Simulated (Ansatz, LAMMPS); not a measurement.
# Convergence of a linear-scaling basis for liquid Zn24Hg7Se7Te24 at 1800 K (62 atoms), part 2 of 2

Wanted: errors and times of a linear-scaling basis for liquid Zn24Hg7Se7Te24 at 1800 K (62 atoms). A setting counts as converged where the r.m.s. difference of forces stays under 1 % of the r.m.s. force.

Ansatz 0.2.0; Kohn-Sham DFT, PBE, PAW (set soft_2), plane waves.

The cell: 24 Zn, 7 Hg, 7 Se and 24 Te. The network of bonds at the start is that of the classical potential that made the cell. The Brillouin zone is sampled at Γ only, in a cell whose shortest periodic width is 12 Å. The levels lack spin–orbit coupling.

So far. Step 4 (Support functions low): Forces differ from the reference by 0.62 meV/Å r.m.s., 0.10 % of their size, well within a tolerance of 1 %; the energy by -1.5 meV/atom. It took roughly 4.4 times the reference's time (one timing each, with unlike analyses asked), in 18 cycles against 13.

### 5. Support functions medium

The cell is solved in localised support functions.

This step: Kohn-Sham DFT, PBE, PAW (set soft_2), localised support functions (medium) (Ansatz 0.2.0).

Input file input.yaml:

```yaml
crystal:
  lattice:
    - [12.3564, 0.0, 0.0]
    - [0.0, 12.3564, 0.0]
    - [0.0, 0.0, 12.3564]
  atoms:
    [... the 62 atom lines of step 3 ...]
kpoints:
  mp_grid: { grid: [1, 1, 1] }
hamiltonian:
  xc: pbe
scf:
  occupations: { method: fermi_dirac, width: 0.05 }
  eigensolver: { kind: { support_functions: { accuracy: medium } } }
  max_iter: 150
output:
  forces: true
  eigenvalues: true
```

Run with:

```
ansatz run input.yaml --threads 8 --pin off --max-ram 15872MiB --backend cpu --events-out ev --progress --plain --runs-dir out
```

Output:

```text
[...]
Crystal: 62 atoms, lattice volume = 1886.583 Å³
Basis set: ecut = 420 eV, 37073 PW (Γ), exchange–correlation on 180×180×180 points (8 copies of the dense FFT grid, shifted against one another)
Bands: 555, of which v1, the nominal top of the filled ones, is band 462 counted from 1 (461 counted from 0)
Symmetry: 1 space group operations
k-points: 1
[...]
SCF iter   1: F=—  HF=-382129.242119 eV  |F-HF|=—  |Δ(HF+E_count)|=         —  Δρ=4.53e-2  dr2=2.27e2  ethr=1.00e-1
[...]
SCF iter  19: F=—  HF=-382147.273561 eV  |F-HF|=—  |Δ(HF+E_count)|=   1.07e-3  Δρ=1.10e-5  dr2=2.41e-6  ethr=5.38e-10  κ⁻¹=4.2e-4(r=7)
SCF iter  20: F=-382147.274525 eV  HF=-382147.274525 eV  |F-HF|=7.49e-7  |Δ(HF+E_count)|=   9.65e-4  Δρ=4.69e-6  dr2=6.55e-7  ethr=2.61e-10
SCF 1 converged in 20 iterations: F = -382147.304999 eV  dr2 = 6.55e-7
[...]
SCF converged after 20 iterations
[...]
Free energy (F): -382147.304999 eV
[...]
Internal energy: -382147.031007 eV  (E = F + TS)
E sigma→0 (E₀):  -382147.168003 eV
Entropy (-TS):   -0.273992 eV (-4.419 meV/atom)
Fermi energy:    6.916584 eV
[...]
Σ components = -382147.304999   (vs F -382147.304999, Δ=0.00e0)
--- Forces (eV/Å), atoms counted from 1 ---
  atom   1  Zn    -0.88962289     0.35511524     0.09889151
  atom   2  Zn    -0.18522758     0.22672548    -0.13304996
  atom   3  Zn    -0.22678890    -0.06921276    -0.10849729
  atom   4  Zn     0.04107370     0.04532745    -0.55324001
[...]
atom  62  Te    -0.19263447     0.42401521    -0.16067658
  max |Σ_I F_I| component: 3.32e-3 eV/Å
--- Band table (eV) ---
[...]
```

Run time: 2.5 min. Hardware: 8 threads of Intel Xeon Platinum 8488C (Sapphire Rapids), shared host; peak memory 4.6 GiB; 19 min of CPU time.

Keys that differ from the reference: support_functions.accuracy = "medium" and scf.max_iter = 150.

Forces differ from the reference by 0.57 meV/Å r.m.s., 0.096 % of their size, well within a tolerance of 1 %; the energy by -1.5 meV/atom. It took roughly 4.6 times the reference's time (one timing each, with unlike analyses asked), in 20 cycles against 13.

### 6. Support functions medium, radius 3.9 Å

The radius confines each support function; a larger one gives more freedom and more work per atom.

input.yaml, the sections that differ from step 5:

```yaml
scf:
  occupations: { method: fermi_dirac, width: 0.05 }
  eigensolver: { kind: { support_functions: { accuracy: medium, radius: 3.9 } } }
  max_iter: 150
# crystal, kpoints, hamiltonian, output: as in step 5
```

Output:

```text
Warning: scf.eigensolver.kind.support_functions: disabling space-group detection — the functions' gradient is summed over unrotated k-points, so no spatial operation reduces the k-mesh or symmetrises the density; time reversal is kept, so that k and −k are solved as one point where they differ and the mesh holds both, and exact exchange and, on two spinor components, a DFT+U term hold to it where the run has them: [...]
settings of this run that can trade accuracy for cost: scf.eigensolver.kind.support_functions [...]
Engine: ansatz 0.2.0, x86_64-unknown-linux-gnu
Pseudopotentials: kind: paw
Pseudopotential: Zn, paw, valence charge 12, recommended cutoff 420 eV (normal), Zn.paw.azcp
Pseudopotential: Hg, paw, valence charge 20, recommended cutoff 420 eV (normal), Hg.paw.azcp
Pseudopotential: Se, paw, valence charge 16, recommended cutoff 420 eV (normal), Se.paw.azcp
Pseudopotential: Te, paw, valence charge 16, recommended cutoff 420 eV (normal), Te.paw.azcp
[... 5 lines on functional and potentials left out ...]
Error: SCF: the radius of support functions is under 4.37 Å, the least for these sites at the functions' level (scf.eigensolver.kind.support_functions.accuracy). Use scf.eigensolver.kind: auto, or type scf.eigensolver.kind.support_functions.radius at least as long, [...]
```

The job ended after 2.5 s (8 threads; peak memory 0.59 GiB; 11 s of CPU time).

The program refuses radii under 4.37 Å for these atoms at this level.

### 7. Support functions medium, radius 4.46 Å

The radius confines each support function; a larger one gives more freedom and more work per atom.

input.yaml, the sections that differ from step 6:

```yaml
scf:
  occupations: { method: fermi_dirac, width: 0.05 }
  eigensolver: { kind: { support_functions: { accuracy: medium, radius: 4.46 } } }
  max_iter: 150
# crystal, kpoints, hamiltonian, output: as in step 6
```

Output:

```text
[...]
Crystal: 62 atoms, lattice volume = 1886.583 Å³
Basis set: ecut = 420 eV, 37073 PW (Γ), exchange–correlation on 180×180×180 points (8 copies of the dense FFT grid, shifted against one another)
Bands: 555, of which v1, the nominal top of the filled ones, is band 462 counted from 1 (461 counted from 0)
Symmetry: 1 space group operations
k-points: 1
[...]
SCF iter   1: F=—  HF=-382128.919108 eV  |F-HF|=—  |Δ(HF+E_count)|=         —  Δρ=4.53e-2  dr2=2.27e2  ethr=1.00e-1
[...]
SCF iter  20: F=—  HF=-382147.262493 eV  |F-HF|=—  |Δ(HF+E_count)|=   1.12e-3  Δρ=8.69e-6  dr2=1.46e-6  ethr=5.56e-10  κ⁻¹=1.3e-4(r=7)
SCF iter  21: F=-382147.263528 eV  HF=-382147.263529 eV  |F-HF|=8.02e-7  |Δ(HF+E_count)|=   1.04e-3  Δρ=5.50e-6  dr2=7.47e-7  ethr=1.58e-10
SCF 1 converged in 21 iterations: F = -382147.304911 eV  dr2 = 7.47e-7
[...]
SCF converged after 21 iterations
[...]
Free energy (F): -382147.304911 eV
[...]
Internal energy: -382147.031163 eV  (E = F + TS)
E sigma→0 (E₀):  -382147.168037 eV
Entropy (-TS):   -0.273748 eV (-4.415 meV/atom)
Fermi energy:    6.916719 eV
[...]
Σ components = -382147.304911   (vs F -382147.304911, Δ=0.00e0)
--- Forces (eV/Å), atoms counted from 1 ---
  atom   1  Zn    -0.88979806     0.35516496     0.09893096
  atom   2  Zn    -0.18509510     0.22685184    -0.13298603
  atom   3  Zn    -0.22649381    -0.06920426    -0.10837040
  atom   4  Zn     0.04110336     0.04524442    -0.55324164
[...]
atom  62  Te    -0.19244138     0.42446286    -0.16097297
  max |Σ_I F_I| component: 3.81e-3 eV/Å
--- Band table (eV) ---
[...]
```

It took 2.4 min on 8 threads; peak memory 4.4 GiB; 18 min of CPU time.

Keys that differ from the reference: support_functions.accuracy = "medium", support_functions.radius = 4.46 and scf.max_iter = 150.

Forces differ from the reference by 0.67 meV/Å r.m.s., 0.11 % of their size, well within a tolerance of 1 %; the energy by -1.5 meV/atom. It took roughly 4.3 times the reference's time (one timing each, with unlike analyses asked), in 21 cycles against 13.

### 8. Support functions medium, radius 4.78 Å

The radius confines each support function; a larger one gives more freedom and more work per atom.

input.yaml, the sections that differ from step 7:

```yaml
scf:
  occupations: { method: fermi_dirac, width: 0.05 }
  eigensolver: { kind: { support_functions: { accuracy: medium, radius: 4.78 } } }
  max_iter: 150
# crystal, kpoints, hamiltonian, output: as in step 7
```

Output:

```text
[...]
Crystal: 62 atoms, lattice volume = 1886.583 Å³
Basis set: ecut = 420 eV, 37073 PW (Γ), exchange–correlation on 180×180×180 points (8 copies of the dense FFT grid, shifted against one another)
Bands: 555, of which v1, the nominal top of the filled ones, is band 462 counted from 1 (461 counted from 0)
Symmetry: 1 space group operations
k-points: 1
[...]
SCF iter   1: F=—  HF=-382129.291664 eV  |F-HF|=—  |Δ(HF+E_count)|=         —  Δρ=4.53e-2  dr2=2.27e2  ethr=1.00e-1
[...]
SCF iter  19: F=—  HF=-382147.285772 eV  |F-HF|=—  |Δ(HF+E_count)|=   6.52e-4  Δρ=1.05e-5  dr2=2.39e-6  ethr=4.40e-10  κ⁻¹=3.7e-4(r=7)
SCF iter  20: F=-382147.285771 eV  HF=-382147.285771 eV  |F-HF|=2.05e-7  |Δ(HF+E_count)|=   1.35e-6  Δρ=3.06e-6  dr2=3.36e-7  ethr=2.59e-10
SCF 1 converged in 20 iterations: F = -382147.305081 eV  dr2 = 3.36e-7
[...]
SCF converged after 20 iterations
[...]
Free energy (F): -382147.305081 eV
[...]
Internal energy: -382147.030882 eV  (E = F + TS)
E sigma→0 (E₀):  -382147.167981 eV
Entropy (-TS):   -0.274199 eV (-4.423 meV/atom)
Fermi energy:    6.916484 eV
[...]
Σ components = -382147.305081   (vs F -382147.305081, Δ=0.00e0)
--- Forces (eV/Å), atoms counted from 1 ---
  atom   1  Zn    -0.88939074     0.35463034     0.09873569
  atom   2  Zn    -0.18491962     0.22652918    -0.13316384
  atom   3  Zn    -0.22676865    -0.06912531    -0.10839480
  atom   4  Zn     0.04117678     0.04559283    -0.55316025
[...]
atom  62  Te    -0.19212028     0.42405166    -0.16067701
  max |Σ_I F_I| component: 2.87e-3 eV/Å
--- Band table (eV) ---
[...]
```

Run time: 2.3 min. Hardware: 8 threads; peak memory 4.9 GiB.

Keys that differ from the reference: support_functions.accuracy = "medium", support_functions.radius = 4.78 and scf.max_iter = 150.

Forces differ from the reference by 0.52 meV/Å r.m.s., 0.087 % of their size, well within a tolerance of 1 %; the energy by -1.5 meV/atom. It took roughly 4.3 times the reference's time (one timing each, with unlike analyses asked), in 20 cycles against 13.

### 9. Cost against change

Each row is set against the plane-wave reference (Kohn-Sham DFT, PBE, PAW (set soft_2), plane waves; r.m.s. force component 0.596 eV/Å). Energies are set beside the reference only for runs with its functional, potentials and electron count. Times are for 8 threads of Intel Xeon Platinum 8488C (Sapphire Rapids), shared host. The reference's time includes the DOS, ELF, the stress and grids, which some other runs skip.

```
                                    run  Δ force, r.m.s. (meV/Å)  share of r.m.s. force (%)  Δ energy (meV/atom)  cycles     time  host memory (GiB)
                              reference                        -                          -                    -      13     33 s                3.3
                  support functions low                    0.617                      0.103                -1.54      18  2.4 min                4.6
               support functions medium                    0.575                     0.0964                -1.54      20  2.5 min                4.6
support functions medium, radius 4.46 Å                    0.667                      0.112                -1.54      21  2.4 min                4.4
support functions medium, radius 4.78 Å                    0.516                     0.0866                -1.54      20  2.3 min                4.9
```

### 10. The reference in detail

With the settings judged, the reference run is read for its physics.

Length of the force by element and coordination:

```
element  coordination  atoms  mean length of the force (eV/Å)  spread   least  most
     Hg           all      7                            0.956   0.605  0.0624  2.06
     Se           all      7                             1.45   0.662   0.613  2.83
     Te           all     24                            0.859   0.428   0.246  2.11
     Zn           all     24                            0.742   0.410   0.261  1.56
```

States in the cell by windows of 1 eV, zero at the Fermi level; the larger projections on atomic orbitals stand beside the total:

```
from (eV)  to (eV)  total   Zn d  Te p  Hg d  Zn s  Se p  Te s
      -14      -13    4.7    0.1   0.0   0.0   0.4   0.0   0.1
      -13      -12   10.4    0.1   0.1   0.2   0.6   0.0   1.7
      -12      -11   22.0    0.5   0.5   0.3   1.3   0.1  18.5
      -11      -10   22.8    0.5   0.6   0.3   0.8   0.1  20.2
      -10       -9    1.7    0.0   0.1   0.0   0.0   0.0   1.5
       -9       -8    1.7    0.7   0.0   0.9   0.1   0.0   0.0
       -8       -7  163.7  140.5   2.5  16.8   0.9   1.8   0.4
       -7       -6  145.6   92.6   1.9  47.4   0.9   1.0   0.9
       -6       -5   17.3    1.2   4.9   1.3   4.1   2.5   0.6
       -5       -4   27.9    1.1  11.5   0.8   6.7   4.0   1.0
       -4       -3   29.8    0.6  17.4   0.5   3.3   5.3   0.6
       -3       -2   37.3    0.7  24.2   0.5   2.0   7.1   0.6
       -2       -1   37.0    0.6  24.3   0.3   1.8   6.9   0.5
       -1        0   36.0    0.3  22.7   0.3   2.9   5.6   0.5
        0        1   26.1    0.1  13.5   0.1   4.8   2.5   0.3
        1        2   21.7    0.1   7.1   0.1   6.0   1.5   0.2
        2        3   24.9    0.1   4.5   0.0   5.5   1.2   0.2
        3        4   29.5    0.0   2.0   0.0   1.7   0.5   0.1
        4        5   36.1    0.0   1.6   0.0   1.1   0.4   0.1
```

The levels nearest the highest filled one (over half full), pooled over k-points and spins:

```
level less the highest filled one (eV)  occupation
                                -0.261        1.99
                                -0.229        1.98
                                -0.150        1.91
                               -0.0614        1.56
                               -0.0175        1.20
                                     0        1.03
                                0.0953       0.271
                                 0.189       0.047
                                 0.262       0.011
                                 0.312       0.004
                                 0.366       0.001
                                 0.493           0
```

Electrostatic potential energy in the ac plane at fractional y = 0.440, with atoms of Zn and Hg and Se and Te within 0.2 Å of it. With pseudopotentials it is smooth inside the atoms' cores, unlike the true potential.

Ten even steps from '0' (-34 eV) to '9' (12 eV), each cell a mean:
```
99999999999999999999999999999755558
99999999999999999999999999999987789
99999877789999999999999999999864358
89998510158999999999999999998600004
89997100027999999877899987778500003
89998400048999986566568864357741136
99999866689999985899858875468888789
99999999999999985799658988889999999
99999998889999997655689999999998899
99999865557899999888999999999877789
99998658975799999999999999999876789
99998659985799999999999999999888889
99999865556899999999999999999999999
99999988889999999999987557899999999
99999888899999999999973002689999999
99997555689999999999862001589999999
99985799658999999999985335899999999
99975999758999876688998888999999999
99986566579998510037886556799999999
99999877899997200005865886589999999
99999999999998410027856998479999999
99999999999999876688875665689865679
99999999999999999999998778898656657
99999999999999999999999999998557756
```
Columns run along a (12.4 Å; values clipped at the 3rd and 97th percentile), rows up along c (12.4 Å). Atoms in or near the plane, at fractional coordinates: Zn at (0.68, 0.36), Hg at (0.91, 0.82), Hg at (0.47, 0.18), Se at (0.90, 0.02), Te at (0.53, 0.71), Te at (0.19, 0.28).

ELF in the ac plane at fractional y = 0.440, with atoms of Zn and Hg and Se and Te within 0.2 Å of it. It is the smooth field of the valence electrons, not physical close to the nuclei.

Ten even steps from '0' (0.01) to '9' (0.82), each cell a mean:
```
63000000012344333344322100037998888
31000111123555433344322100013455554
21012333333455321122211110112334433
31123455543333111222211122233456764
31124567653211135666654222233457765
21123456543200377644566322123345554
11112334432101576200267422223333332
01111112221001466311367522222232211
11111234555310245555676421123455431
11113565567731113456653100135766653
10015653136752111122211000136776664
10025652136751000001111100025787764
10014665566521111101122222113577653
00012466654213443211222222211244431
00134555431125775311221001221111100
03677655553125665311121000221000000
25886311466312343211112112221000000
25886200367412333332134555542000001
13686534576313456653356666653000111
11246656663123568754455223564111222
21012233221023456653464102563235553
52000000000012334432366545654688898
73000010000000122211136776437985699
84000010000111112222112332148973489
```
Columns run along a (12.4 Å), rows up along c (12.4 Å). Atoms in or near the plane, at fractional coordinates: Zn at (0.68, 0.36), Hg at (0.91, 0.82), Hg at (0.47, 0.18), Se at (0.90, 0.02), Te at (0.53, 0.71), Te at (0.19, 0.28).

Within 0.4 eV of the Fermi level the largest share is Te p (66 % of the projected weight).

### 11. Structure statistics

Bonds and neighbours are counted at the geometry of the runs.

Density 5.80 g/cm³, 30.43 Å³ an atom.

g(r), total and by pair (bins of 0.2 Å):

```
r (Å)  total  Te-Te  Te-Zn  Te-Hg  Te-Se  Zn-Zn  Zn-Hg
 2.30   0.28   0.00   0.23   0.00   0.00   0.00   0.79
 2.50   0.99   0.00   0.82   0.00   0.00   0.00   0.68
 2.70   2.08   0.00   4.58   1.21   0.00   0.74   1.23
 2.90   1.25   0.00   1.71   3.23   0.00   1.26   0.00
 3.10   0.97   0.54   1.78   1.39   0.46   0.55   0.46
 3.30   0.81   0.75   0.99   2.06   0.00   0.69   0.86
 3.50   1.15   2.58   0.85   0.75   1.13   1.45   0.73
 3.70   1.48   1.89   0.58   1.60   2.25   2.48   1.61
 3.90   0.94   0.34   0.69   1.44   1.16   0.85   1.20
 4.10   1.09   1.40   0.39   0.26   1.31   1.72   2.12
 4.30   0.91   1.83   0.35   1.70   1.44   0.57   1.22
 4.50   0.91   1.56   0.65   0.44   0.65   1.53   0.66
 4.70   1.03   0.82   1.13   0.59   1.42   1.06   1.23
 4.90   0.85   0.65   0.98   1.87   0.56   0.32   0.73
 5.10   1.02   1.20   0.90   1.03   1.21   1.32   0.68
 5.30   0.86   0.94   1.11   0.63   0.64   0.65   1.27
 5.50   1.03   0.60   1.34   0.60   1.04   1.38   0.90
 5.70   1.00   1.20   0.84   1.10   1.36   0.81   0.97
 5.90   1.07   0.68   1.35   1.16   1.27   0.82   1.03
 6.10   0.94   0.56   1.02   0.36   0.95   0.98   1.31
```

Local excerpt of 11 atoms (numbers count through the whole input) about Te55, picked at random; x, y, z are measured from there.

```
atom      x      y      z  distance (Å)     Fx     Fy  Fz (eV/Å)
Te55   0.00   0.00   0.00          0.00  -0.06  -0.19      -0.15
Zn10  -0.02  -2.70  -0.68          2.78   1.26   0.41      -0.49
Zn20  -1.57   2.24  -0.51          2.79  -0.29   0.01       0.01
 Zn1   2.65   1.07   0.57          2.91  -0.89   0.35       0.10
 Zn5   1.07   2.72  -0.74          3.01   0.41   0.14      -0.15
Hg25   0.21  -0.98   3.13          3.29   1.01   0.68      -0.09
Zn23  -1.88  -1.77   2.29          3.46  -1.13  -0.21      -0.73
Te40   2.27  -2.84   1.03          3.78   0.20   0.28      -1.13
Se32   1.45   1.71   3.07          3.80   0.68   1.11      -1.01
 Zn6  -2.61  -1.16  -2.53          3.81  -0.19  -0.13       0.27
Zn14  -0.03   3.42   1.77          3.85  -0.18  -0.65       0.75
```

### 12. Results

| Item | Value |
| --- | --- |
| free energy per atom | -6163.6647 eV/atom |
| pressure | -0.1461 GPa |
| r.m.s. force component | 0.5959 eV/Å |
| wall time of the 5 DFT runs | 10 min |

**Reading.** Against plane waves at 420 eV, the forces differ by 0.57 meV/Å (0.096 %) with support functions medium, and by 0.52 meV/Å in the closest run (support functions medium, radius 4.78 Å). At 62 atoms the fastest of the runs at a preset level, support functions low, takes roughly 4.4 times the time of plane waves (whose run also made extra analyses), in 18 SCF cycles against 13. Differences between support functions and plane waves include what basis error the plane-wave run still has.

6 levels are partly filled, by over 2 % (at Γ alone): the run gives no sign of a gap.

Caveats: The force components of 0.60 eV/Å r.m.s. hold both thermal displacement and the mismatch between the potential that made the cell and DFT. The pressure of a single frame lacks the kinetic term.

[Long decimals in the printed logs are rounded to 6 places.]

[Logs are printed without paths, hosts, clocks, repeated set-up lines and the standing remarks that a program may print on its own settings, such as how far it seeks lower states.]

[Hosts, paths, dates, database ids (printed as entryN), source tags and the programs' standing remarks are cut or masked in the printed files.]
